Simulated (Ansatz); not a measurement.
# Lattice dynamics of SrLiH3 (model cell, started as cubic perovskite with Sr in the octahedra)

Aim: the vibrations of SrLiH3 (model cell, started as cubic perovskite with Sr in the octahedra), their spectra, and whether the structure is stable.

Program: Ansatz 0.2.0. Level of theory: DFT PBEsol, scalar-relativistic, plane waves, PAW. Results are calculated unless marked as measured.

The structure was built from a prototype and need not be the compound's stable phase.

## Step 1: The structure

The structure is cubic, space group Pm-3m (No. 221). Conventional cell: a = 4.959 Å, b = 4.959 Å, c = 4.959 Å, α = 90.00°, β = 90.00°, γ = 90.00°. Li has 12 H at 3.51 Å nearest. Sr has 6 H at 2.48 Å nearest. Nearest to H lie 2 Sr at 2.48 Å. Farther neighbours are not listed.

## Step 2: Bringing the structure to rest

Harmonic phonons are second derivatives at a point where the forces vanish, and they are wanted at zero stress, so atoms and cell are relaxed first.

File input.yaml:

```yaml
crystal:
  lattice:
    - [4.9588, 0.0, 0.0]
    - [0.0, 4.9588, 0.0]
    - [0.0, 0.0, 4.9588]
  atoms:
    - { symbol: Li, position: [0.0, 0.0, 0.0] }
    - { symbol: Sr, position: [0.5, 0.5, 0.5] }
    - { symbol: H, position: [0.5, 0.5, 0.0] }
    - { symbol: H, position: [0.5, 0.0, 0.5] }
    - { symbol: H, position: [0.0, 0.5, 0.5] }
kpoints:
  mp_grid: { grid: [6, 6, 6] }
hamiltonian:
  xc: pbesol
scf:
  occupations: { method: gaussian, width: 0.02 }
output:
  forces: true
  stress: true
  eigenvalues: true
relax:
  adjacent_minimum: "off"
  f_tol: 0.005
  max_steps: 80
  cell: { stress_tol: 0.05 }
```

The run is started by

```sh
ansatz run input.yaml --threads 8 --pin off --max-ram 14336MiB --backend cpu --events-out ev --progress --plain --runs-dir out
```

Numbers of over 12 decimals in the logs are rounded to 6 here.

What it wrote:

```text
Engine: ansatz 0.2.0, aarch64-unknown-linux-gnu
Pseudopotentials: kind: paw
Pseudopotential: Li, paw, valence charge 3, recommended cutoff 420 eV (normal), Li.paw.azcp
Pseudopotential: Sr, paw, valence charge 10, recommended cutoff 420 eV (normal), Sr.paw.azcp
Pseudopotential: H, paw, valence charge 1, recommended cutoff 420 eV (normal), H.paw.azcp
Functional definition: PBEsol
  exchange = pbesol_x
  correlation = pbesol_c
Crystal: 5 atoms, lattice volume = 121.935 Å³
Basis set: ecut = 420 eV, 2373 PW (Γ), exchange–correlation on 72×72×72 points (8 copies of the dense FFT grid, shifted against one another)
Bands: 13, of which v1, the nominal top of the filled ones, is band 8 counted from 1 (7 counted from 0)
Symmetry: 48 space group operations
Space group: Pm-3m (ITA 221), of the structure as read, at distance tolerance 5.0e-5 Å
k-points: 20 of 216
Non-local potential: Li, projectors of the file, l = 0: 3, l = 1: 2, l = 2: 1
Non-local potential: Sr, projectors of the file, l = 0: 3, l = 1: 2, l = 2: 2
Non-local potential: H, projectors of the file, l = 0: 2, l = 1: 1
PAW form: soft (Blöchl's): semilocal exchange-correlation on the pseudo side does not see the compensation charge
PAW frozen core: Sr, regenerated for the run's functional, and the local potential with it (the file was generated under x = pbe(κ = 0.804, μ = 0.219515), c = pbe(β = 0.066725))
PAW one-centre angular grid: Li, 110 points (default); XC on 64 Gauss nodes
PAW one-centre angular grid: Sr, 110 points (default); XC on 64 Gauss nodes
PAW one-centre angular grid: H, 110 points (default); XC on 64 Gauss nodes
Initial density: superposition of atomic densities (neutral atoms: chi_scale 0, normalization atom), corrected by the library's trained network
Initial wavefunctions: pseudopotential atomic-orbital guess
Functional: x = pbesol(κ = 0.804, μ = 0.123457), c = pbesol(β = 0.046)
SCF iter   1: F=—  HF=-3742.009299 eV  |F-HF|=—  |Δ(HF+E_count)|=         —  Δρ=5.60e-3  dr2=3.96e-2  ethr=1.77e-3  ⟨swp⟩=8.3  Hψ=1992  notcnv=0
preconditioner: auto → Resta (q_TF=auto, 1.945 Å⁻¹)  ε∞=3.5  [insulator: Δε(μ)=1.838 eV  Ē_g=5.194 eV  σ=0.020 eV  W_gap=1.00  n_scr=18 (ndim 8)  ℏωp=8.2 eV  f_vac=0.005  D(μ)=0.00/eV (n_scr^D=0)  ε∞_Penn≈3.5]
SCF iter   2: F=—  HF=-3742.000739 eV  |F-HF|=—  |Δ(HF+E_count)|=   8.56e-3  Δρ=2.12e-3  dr2=6.75e-3  ethr=2.48e-4  ⟨swp⟩=2.1  Hψ=510  notcnv=0  defer=5
SCF iter   3: F=—  HF=-3741.999700 eV  |F-HF|=—  |Δ(HF+E_count)|=   1.04e-3  Δρ=2.53e-4  dr2=1.34e-4  ethr=4.22e-5  ⟨swp⟩=2.0  Hψ=377  notcnv=0  defer=20
SCF iter   4: F=—  HF=-3741.999857 eV  |F-HF|=—  |Δ(HF+E_count)|=   1.56e-4  Δρ=5.46e-5  dr2=5.99e-6  ethr=8.38e-7  ⟨swp⟩=2.0  Hψ=300  notcnv=0  defer=20
SCF iter   5: F=—  HF=-3741.999852 eV  |F-HF|=—  |Δ(HF+E_count)|=   4.77e-6  Δρ=1.37e-5  dr2=4.94e-7  ethr=3.74e-8  ⟨swp⟩=2.4  Hψ=348  notcnv=0  defer=20
SCF iter   6: F=-3741.999852 eV  HF=-3741.999852 eV  |F-HF|=5.16e-9  |Δ(HF+E_count)|=   8.58e-8  Δρ=2.56e-6  dr2=7.47e-9  ethr=6.25e-10  ⟨swp⟩=9.7  Hψ=1418  notcnv=0
SCF 1 converged in 6 iterations: F = -3741.999852 eV  dr2 = 7.47e-9
  greatest PAW one-centre occupation: 0.999 electrons in one spin orbital (limit 2), on the Li atom at site 0 (counted from 0), in its partial waves of l = 0
relax step   1: F+E_penalty+E_count = -3741.99985199 eV  Δ(F+E_penalty+E_count) = +0.000e0 eV  max|allowed force component| = 2.062e-29 eV/Å  Δτ_max = 0.0000 Å  P = -3.385 GPa  Ω = 121.935 Å³  (6 SCF iters, dr2 threshold 1.00e-7 eV, accepted)
Crystal: 5 atoms, lattice volume = 104.958 Å³
Basis set: ecut = 420 eV, 2103 PW (Γ), exchange–correlation on 72×72×72 points (8 copies of the dense FFT grid, shifted against one another)
Initial density: handed on by an earlier stage of this run
Initial wavefunctions: those handed on with the density
iter 1 solved again at ethr=4.37e-4 eV; its pass at ethr=3.10e-3 eV (dr2=6.98e-2 eV) is discarded
SCF iter   1: F=—  HF=-3742.297421 eV  |F-HF|=—  |Δ(HF+E_count)|=         —  Δρ=6.47e-3  dr2=7.00e-2  ethr=4.37e-4  ⟨swp⟩=1.0  Hψ=2141  notcnv=0
preconditioner: auto → Resta (q_TF=auto, 1.994 Å⁻¹)  ε∞=3.4  [insulator: Δε(μ)=1.951 eV  Ē_g=5.737 eV  σ=0.020 eV  W_gap=1.00  n_scr=18 (ndim 8)  ℏωp=8.9 eV  f_vac=0.000  D(μ)=0.00/eV (n_scr^D=0)  ε∞_Penn≈3.4]
SCF iter   2: F=—  HF=-3742.281309 eV  |F-HF|=—  |Δ(HF+E_count)|=   1.61e-2  Δρ=2.65e-3  dr2=1.67e-2  ethr=4.37e-4  ⟨swp⟩=1.8  Hψ=304  notcnv=0
SCF iter   3: F=—  HF=-3742.277350 eV  |F-HF|=—  |Δ(HF+E_count)|=   3.96e-3  Δρ=5.39e-4  dr2=6.06e-4  ethr=1.04e-4  ⟨swp⟩=2.2  Hψ=419  notcnv=0
SCF iter   4: F=—  HF=-3742.277325 eV  |F-HF|=—  |Δ(HF+E_count)|=   2.51e-5  Δρ=7.51e-5  dr2=1.21e-5  ethr=3.78e-6  ⟨swp⟩=2.0  Hψ=400  notcnv=0
SCF iter   5: F=—  HF=-3742.277329 eV  |F-HF|=—  |Δ(HF+E_count)|=   3.91e-6  Δρ=2.32e-5  dr2=7.67e-7  ethr=7.58e-8  ⟨swp⟩=2.9  Hψ=378  notcnv=0
SCF iter   6: F=-3742.277329 eV  HF=-3742.277329 eV  |F-HF|=7.26e-10  |Δ(HF+E_count)|=   5.03e-7  Δρ=4.72e-6  dr2=1.96e-8  ethr=3.12e-9  ⟨swp⟩=6.9  Hψ=1341  notcnv=0
SCF 2 converged in 6 iterations: F = -3742.277329 eV  dr2 = 1.96e-8
relax step   2: F+E_penalty+E_count = -3742.27732903 eV  Δ(F+E_penalty+E_count) = -2.775e-1 eV  max|allowed force component| = 2.912e-30 eV/Å  Δτ_max = 0.0000 Å  P = -1.526 GPa  Ω = 104.958 Å³  energy of the carried Pulay correction = +4.439e-3 eV  (6 SCF iters, dr2 threshold 5.00e-7 eV, accepted)
Crystal: 5 atoms, lattice volume = 94.223 Å³
Basis set: ecut = 420 eV, 1839 PW (Γ), exchange–correlation on 72×72×72 points (8 copies of the dense FFT grid, shifted against one another)
iter 1 solved again at ethr=2.49e-4 eV; its pass at ethr=3.10e-3 eV (dr2=3.99e-2 eV) is discarded
SCF iter   1: F=—  HF=-3742.326532 eV  |F-HF|=—  |Δ(HF+E_count)|=         —  Δρ=5.29e-3  dr2=3.97e-2  ethr=2.49e-4  ⟨swp⟩=1.1  Hψ=2046  notcnv=0
preconditioner: auto → Resta (q_TF=auto, 2.030 Å⁻¹)  ε∞=3.5  [insulator: Δε(μ)=1.739 eV  Ē_g=5.964 eV  σ=0.020 eV  W_gap=1.00  n_scr=18 (ndim 8)  ℏωp=9.4 eV  f_vac=0.000  D(μ)=0.00/eV (n_scr^D=0)  ε∞_Penn≈3.5]
SCF iter   2: F=—  HF=-3742.317272 eV  |F-HF|=—  |Δ(HF+E_count)|=   9.26e-3  Δρ=2.18e-3  dr2=9.25e-3  ethr=2.48e-4  ⟨swp⟩=1.9  Hψ=310  notcnv=0
SCF iter   3: F=—  HF=-3742.314983 eV  |F-HF|=—  |Δ(HF+E_count)|=   2.29e-3  Δρ=4.16e-4  dr2=2.85e-4  ethr=5.78e-5  ⟨swp⟩=2.0  Hψ=412  notcnv=0
SCF iter   4: F=—  HF=-3742.314965 eV  |F-HF|=—  |Δ(HF+E_count)|=   1.79e-5  Δρ=6.16e-5  dr2=6.02e-6  ethr=1.78e-6  ⟨swp⟩=2.0  Hψ=324  notcnv=0
SCF iter   5: F=-3742.314967 eV  HF=-3742.314966 eV  |F-HF|=1.44e-7  |Δ(HF+E_count)|=   1.64e-6  Δρ=1.96e-5  dr2=3.75e-7  ethr=3.12e-9  ⟨swp⟩=8.6  Hψ=1589  notcnv=0
SCF 3 converged in 5 iterations: F = -3742.314967 eV  dr2 = 3.75e-7
relax step   3: F+E_penalty+E_count = -3742.31496660 eV  Δ(F+E_penalty+E_count) = -3.764e-2 eV  max|allowed force component| = 5.055e-30 eV/Å  Δτ_max = 0.0000 Å  P = +0.682 GPa  Ω = 94.223 Å³  energy of the carried Pulay correction = +7.607e-3 eV  (5 SCF iters, dr2 threshold 5.00e-7 eV, accepted)
[...]
relax step   4: F+E_penalty+E_count = -3742.31974867 eV  Δ(F+E_penalty+E_count) = -4.782e-3 eV  max|allowed force component| = 3.311e-30 eV/Å  Δτ_max = 0.0000 Å  P = -0.068 GPa  Ω = 97.297 Å³  energy of the carried Pulay correction = +6.668e-3 eV  (5 SCF iters, dr2 threshold 5.00e-7 eV, accepted)
[...]
relax step   5: F+E_penalty+E_count = -3742.31989796 eV  Δ(F+E_penalty+E_count) = -1.493e-4 eV  max|allowed force component| = 3.750e-30 eV/Å  Δτ_max = 0.0000 Å  P = -0.003 GPa  Ω = 97.011 Å³  energy of the carried Pulay correction = +6.754e-3 eV  (4 SCF iters, dr2 threshold 1.15e-8 eV, accepted)
Basis set: ecut = 420 eV, 1863 PW (Γ), exchange–correlation on 64×64×64 points (8 copies of the dense FFT grid, shifted against one another)
Initial wavefunctions: pseudopotential atomic-orbital guess (no wavefunctions were taken with the density)
iter 1 solved again at ethr=1.91e-7 eV; its pass at ethr=3.10e-3 eV (dr2=3.05e-5 eV) is discarded
SCF iter   1: F=—  HF=-3742.316041 eV  |F-HF|=—  |Δ(HF+E_count)|=         —  Δρ=2.69e-4  dr2=6.91e-6  ethr=1.91e-7  ⟨swp⟩=4.0  Hψ=2806  notcnv=0
preconditioner: auto → Resta (q_TF=auto, 2.020 Å⁻¹)  ε∞=3.5  [insulator: Δε(μ)=1.666 eV  Ē_g=5.815 eV  σ=0.020 eV  W_gap=1.00  n_scr=18 (ndim 8)  ℏωp=9.2 eV  f_vac=0.000  D(μ)=0.00/eV (n_scr^D=0)  ε∞_Penn≈3.5]
SCF iter   2: F=—  HF=-3742.316057 eV  |F-HF|=—  |Δ(HF+E_count)|=   1.64e-5  Δρ=1.37e-4  dr2=1.63e-6  ethr=4.32e-8  ⟨swp⟩=2.0  Hψ=320  notcnv=0
SCF iter   3: F=—  HF=-3742.316075 eV  |F-HF|=—  |Δ(HF+E_count)|=   1.81e-5  Δρ=5.90e-6  dr2=4.17e-9  ethr=1.02e-8  ⟨swp⟩=2.0  Hψ=320  notcnv=0
SCF iter   4: F=—  HF=-3742.316075 eV  |F-HF|=—  |Δ(HF+E_count)|=   3.66e-8  Δρ=2.43e-7  dr2=8.37e-11  ethr=2.61e-11  ⟨swp⟩=2.1  Hψ=385  notcnv=0
SCF iter   5: F=-3742.316075 eV  HF=-3742.316075 eV  |F-HF|=2.73e-12  |Δ(HF+E_count)|=  1.10e-10  Δρ=7.93e-8  dr2=1.06e-11  ethr=1.00e-12  ⟨swp⟩=5.5  Hψ=1007  notcnv=0
SCF 6 converged in 5 iterations: F = -3742.316075 eV  dr2 = 1.06e-11
relax step   6: F+E_penalty+E_count = -3742.31607533 eV  Δ(F+E_penalty+E_count) = +3.823e-3 eV  max|allowed force component| = 2.949e-30 eV/Å  Δτ_max = 0.0000 Å  P = -0.040 GPa  Ω = 97.011 Å³  stress off target by 3.96e-2 GPa  SCF on the basis re-selected at this cell (its energy is not comparable with the rows above)  (5 SCF iters)
basis re-selected at this cell: Δ(F+E_penalty+E_count) = +3.823e-3 eV, ΔP = -0.037 GPa vs the last step (what re-selecting the basis moved, of the pressure what is left beyond the Pulay correction that the steps carried, after the strain that the cell walked since its last selection, with what the two solves' SCF thresholds leave and, on support functions, any second-order correction that the steps lacked; it is no measure of the basis error at this ecutwfc). The dense FFT grid was sized anew with the basis: this SCF ran on 32×32×32 points, the steps before it on 36×36×36, so part of this shift can come from that change (see relax.cell in the input reference). [rest of the remark cut]
SCF converged after 5 iterations
Free energy (F): -3742.316075 eV
Harris-Foulkes:  -3742.316075 eV  (|F-HF|=2.73e-12)
Internal energy: -3742.316075 eV  (E = F + TS)
E sigma→0 (E₀):  -3742.316075 eV
Fermi energy:    1.553200 eV
--- Per-component energies (eV) ---
  E_band       = -243.758601
  E_kinetic    = 305.079386
  E_local      = -1029.712284  (includes V_loc(G=0)·N_el)
  E_nonlocal   = 174.390745
  E_hartree    = 284.633978
  E_xc         = -207.214339
  E_vxc        = -207.683812  (∫ρ·V_xc dr)
  E_paw        = -2665.371719  (= ΣΔE_a)
  E_vpaw       = -55.097247  (= ΣTr[D̂ρ^β])
  E_aug_tail   = -0.003358  (compensation charges beyond the density's cutoff)
  E_ewald      = -604.252831
  E_core_change = 0.134347  (= ΣΔE_core)
  E_smearing   = -0.000000  (= −TS)
  E_closure    = -0.000000  (closes the sum)
  Σ components = -3742.316075   (vs F -3742.316075, Δ=0.00e0)
--- Forces (eV/Å), atoms counted from 1 ---
  atom   1  Li    -0.00000000     0.00000000    -0.00000000
  atom   2  Sr     0.00000000    -0.00000000     0.00000000
  atom   3  H      0.00000000     0.00000000     0.00000000
  atom   4  H     -0.00000000    -0.00000000     0.00000000
  atom   5  H      0.00000000     0.00000000     0.00000000
  max |Σ_I F_I| component: 3.66e-30 eV/Å
--- Stress (GPa, compression-positive) ---
       -0.039587       0.000000       0.000000
        0.000000      -0.039587      -0.000000
        0.000000      -0.000000      -0.039587
  P = ⅓ Tr σ = -0.0396 GPa (-0.396 kbar)
--- Band table (eV; the first three rows and the last of 20) ---
  k-point 0: bands = [... 4 lower, -14.1458, -2.5245, -0.2807, -0.2807, 5.8612, 5.8612, 5.8612, 6.0046, ... 1 higher]
  k-point 1: bands = [... 4 lower, -14.1444, -2.3388, -0.2458, -0.2134, 4.9653, 5.6872, 5.6872, 6.7493, ... 1 higher]
  k-point 2: bands = [... 4 lower, -14.1416, -1.9141, -0.1735, -0.1551, 4.5298, 5.3906, 5.3906, 6.9739, ... 1 higher]
  k-point 19: bands = [... 4 lower, -14.2547, 0.7199, 0.7199, 0.7199, 2.9889, 2.9889, 2.9889, 5.1645, ... 1 higher]
--- Relaxed structure (5 steps of the walk, 5 accepted, 1 SCFs on fresh bases) ---
  F+E_penalty+E_count = -3742.31607533 eV   max|allowed force component| = 2.949e-30 eV/Å   (the final SCF, on the basis selected at the relaxed cell)
  cell:  # Å, volume = 97.0111 Å³
    - [4.594877, 0, 0]
    - [0, 4.594877, 0]
    - [0, 0, 4.594877]
  atoms:
    - { symbol: Li, position: [0, 0, 0] }
    - { symbol: Sr, position: [0.5, 0.5, 0.5] }
    - { symbol: H, position: [0.5, 0.5, 0] }
    - { symbol: H, position: [0.5, 0, 0.5] }
    - { symbol: H, position: [0, 0.5, 0.5] }
```

Elapsed: 2.1 s, on 8 threads of Arm Neoverse V2, shared host; peak memory 0.43 GiB.

The steps of the relaxation:

```csv
step,energy less that of the first step (eV),largest force component (eV/Å),pressure (GPa),volume (Å³)
1,0.0000,0.0000,-3.38,121.94
2,-0.2775,0.0000,-1.53,104.96
3,-0.3151,0.0000,0.68,94.22
4,-0.3199,0.0000,-0.07,97.30
5,-0.3200,0.0000,0.00,97.01
6*,-0.3162,0.0000,-0.04,97.01
```

Relaxation steps marked * repeat the geometry before them on a plane-wave basis chosen anew for their cell, so energy and pressure can jump there.

Forces are held to the 48 operations that the run works with; a distortion that breaks them can't arise in this run.

```csv
"conventional cell, symmetrised",before,after,change
a (Å),4.959,4.595,-7.3 %
b (Å),4.959,4.595,-7.3 %
c (Å),4.959,4.595,-7.3 %
volume (Å³/atom),24.39,19.40,-20.4 %
```

The relaxed structure:

```
Li Sr H
1.0
     4.59488    0.00000    0.00000
     0.00000    4.59488    0.00000
     0.00000    0.00000    4.59488
Li Sr H
1 1 3
Cartesian
  0.0000 0.0000 0.0000
  2.2974 2.2974 2.2974
  2.2974 2.2974 0.0000
  2.2974 0.0000 2.2974
  0.0000 2.2974 2.2974
```

This step gave:

* pressure: -0.03959 GPa
* gap on the k-mesh: 1.667 eV
* volume per atom: 19.40 Å³
* direct gap on mesh: 2.119 eV

In this step the volume went from 24.39 to 19.40 Å³/atom.

## Step 3: Relaxation

The relaxation is repeated from its end on the same settings, as a check that it has come to rest.

Changes to input.yaml since step 2:

```diff
@@ -2,5 +2,5 @@
   lattice:
-    - [4.9588, 0.0, 0.0]
-    - [0.0, 4.9588, 0.0]
-    - [0.0, 0.0, 4.9588]
+    - [4.5948765194, 0.0, 0.0]
+    - [0.0, 4.5948765194, 0.0]
+    - [0.0, 0.0, 4.5948765194]
   atoms:
```

What it wrote:

```text
[...]
Crystal: 5 atoms, lattice volume = 97.011 Å³
Basis set: ecut = 420 eV, 1863 PW (Γ), exchange–correlation on 64×64×64 points (8 copies of the dense FFT grid, shifted against one another)
Bands: 13, of which v1, the nominal top of the filled ones, is band 8 counted from 1 (7 counted from 0)
Symmetry: 48 space group operations
[...]
k-points: 20 of 216
[...]
--- Relaxed structure (1 steps of the walk, 1 accepted, 1 SCFs on fresh bases) ---
[...]
cell:  # Å, volume = 97.0111 Å³
    - [4.5948765194, 0.0, 0.0]
    - [0.0, 4.5948765194, 0.0]
    - [0.0, 0.0, 4.5948765194]
  atoms:
    - { symbol: Li, position: [0.0, 0.0, 0.0] }
    - { symbol: Sr, position: [0.5, 0.5, 0.5] }
    - { symbol: H, position: [0.5, 0.5, 0.0] }
    - { symbol: H, position: [0.5, 0.0, 0.5] }
    - { symbol: H, position: [0.0, 0.5, 0.5] }
[key lines of the parts left out:]
SCF converged after 5 iterations
Free energy (F): -3742.316075 eV
Fermi energy:    1.553200 eV
P = ⅓ Tr σ = -0.0396 GPa (-0.396 kbar)
```

The job ended after 0.71 s (8 threads; peak memory 0.38 GiB; 3.6 s of CPU time).

Little changed from the start: no atom moved by 0.005 Å and no cell edge by 0.1 %.

In this step the volume went from 19.40 to 19.40 Å³/atom.

## Step 4: Relaxing to small forces for the phonons

Phonons need a cell at rest on their own settings, so the relaxation is repeated with tight tolerances on forces and stress on the k mesh and occupations of the first response run.

input.yaml, the sections that differ from step 3:

```yaml
kpoints:
  mp_grid: { grid: [8, 8, 8] }
scf:
  occupations: { method: fixed }
output:
  forces: true
  stress: true
  eigenvalues: true
  write_density: true
  write_potential: true
  elf: true
  volumetric_format: npy
relax:
  adjacent_minimum: "off"
  f_tol: 0.001
  max_steps: 60
  cell: { stress_tol: 0.01 }
# crystal, hamiltonian: as in step 3
```

What it wrote:

```text
[...]
Crystal: 5 atoms, lattice volume = 97.011 Å³
Basis set: ecut = 420 eV, 1863 PW (Γ), exchange–correlation on 64×64×64 points (8 copies of the dense FFT grid, shifted against one another)
Bands: 13, of which v1, the nominal top of the filled ones, is band 8 counted from 1 (7 counted from 0)
Symmetry: 48 space group operations
[...]
k-points: 35 of 512
[...]
--- Relaxed structure (2 steps of the walk, 2 accepted, 1 SCFs on fresh bases) ---
[...]
cell:  # Å, volume = 96.8529 Å³
    - [4.592377, 0, 0]
    - [0, 4.592377, 0]
    - [0, 0, 4.592377]
  atoms:
    - { symbol: Li, position: [0, 0, 0] }
    - { symbol: Sr, position: [0.500000, 0.500000, 0.500000] }
    - { symbol: H, position: [0.500000, 0.500000, 0] }
    - { symbol: H, position: [0.500000, 0, 0.500000] }
    - { symbol: H, position: [0, 0.500000, 0.500000] }
[key lines of the parts left out:]
SCF converged after 5 iterations
Free energy (F): -3742.316088 eV
Fermi energy:    0.729304 eV
P = ⅓ Tr σ = -0.0031 GPa (-0.031 kbar)
```

Wall time 1.3 s (8 threads); peak memory 0.42 GiB.

Little changed from the start: no atom moved by 0.005 Å and no cell edge by 0.1 %.

This step gave:

```
pressure           : -0.003083 GPa
gap on the k-mesh  : 1.664 eV
volume per atom    : 19.37 Å³
direct gap on mesh : 2.118 eV
```

Valence density in the ac plane at fractional y = 0.500, with atoms of Sr and H within 0.2 Å of it. It is the smooth field of the valence electrons, not physical close to the nuclei.

Ten even steps from '_' (0.0 e/Å³) to '@' (2.6 e/Å³), each cell a mean:
```
__________..::--..__________
____________....____________
____________________________
____________..::..__________
__________::++**==::________
::..____::**@@@@@@==..____..
==::....--%%%%**@@**::__..--
--..____::##@@%%@@++..__..::
..______..==##%%**::______..
__________..::--::__________
______________..____________
______________..____________
____________..::..__________
__________..--==::__________
```
Columns run along a (4.6 Å), rows up along c (4.6 Å). Atoms in or near the plane, at fractional coordinates: Sr at (0.50, 0.50), H at (0.50, 0.00), H at (0.00, 0.50).

Electrostatic potential energy in the ac plane at fractional y = 0.500, with atoms of Sr and H within 0.2 Å of it. With pseudopotentials it is smooth inside the atoms' cores, unlike the true potential.

Ten even steps from '_' (-97 eV) to '@' (6 eV), each cell a mean:
```
@@@@@@@@@@@@%%##@@@@@@@@@@@@
@@@@@@@@@@@@@@@@@@@@@@@@@@@@
@@@@@@@@@@@@@@@@@@@@@@@@@@@@
@@@@@@@@@@@@%%%%%%@@@@@@@@@@
@@@@@@@@@@##++++**%%@@@@@@@@
%%@@@@@@%%++..__::**%%@@@@@@
++%%@@@@##::______++%%@@@@##
##%%@@@@%%--____..++%%@@@@%%
@@@@@@@@%%##--::++##@@@@@@@@
@@@@@@@@@@%%%%##%%@@@@@@@@@@
@@@@@@@@@@@@@@@@@@@@@@@@@@@@
@@@@@@@@@@@@@@@@@@@@@@@@@@@@
@@@@@@@@@@@@%%%%@@@@@@@@@@@@
@@@@@@@@@@@@##++%%@@@@@@@@@@
```
Columns run along a (4.6 Å; values clipped at the 3rd and 97th percentile), rows up along c (4.6 Å). Atoms in or near the plane, at fractional coordinates: Sr at (0.50, 0.50), H at (0.50, 0.00), H at (0.00, 0.50).

ELF in the ac plane at fractional y = 0.500, with atoms of Sr and H within 0.2 Å of it. It is the smooth field of the valence electrons, not physical close to the nuclei.

Ten even steps from '0' (0.39 × 1e-1) to '9' (9.98 × 1e-1), each cell a mean:
```
00159999998300
10025788874100
42000122210013
97200245310048
99403788851179
99615865783289
99626830585289
99616853684289
99504888872179
98301466530059
64100012100025
10013566642001
00048999997200
00169999999410
```
Columns run along a (4.6 Å), rows up along c (4.6 Å). Atoms in or near the plane, at fractional coordinates: Sr at (0.50, 0.50), H at (0.50, 0.00), H at (0.00, 0.50).

The forces vanish by symmetry and the pressure is -0.003 GPa, within the tolerances set. The cell now holds 19.37 Å³/atom.

[end of part 1 of 2]

[Logs are printed without paths, hosts, clocks, repeated set-up lines and the standing remarks that a program may print on its own settings, such as how far it seeks lower states.]

[Hosts, paths, dates, database ids (printed as entryN), source tags and the programs' standing remarks are cut or masked in the printed files.]
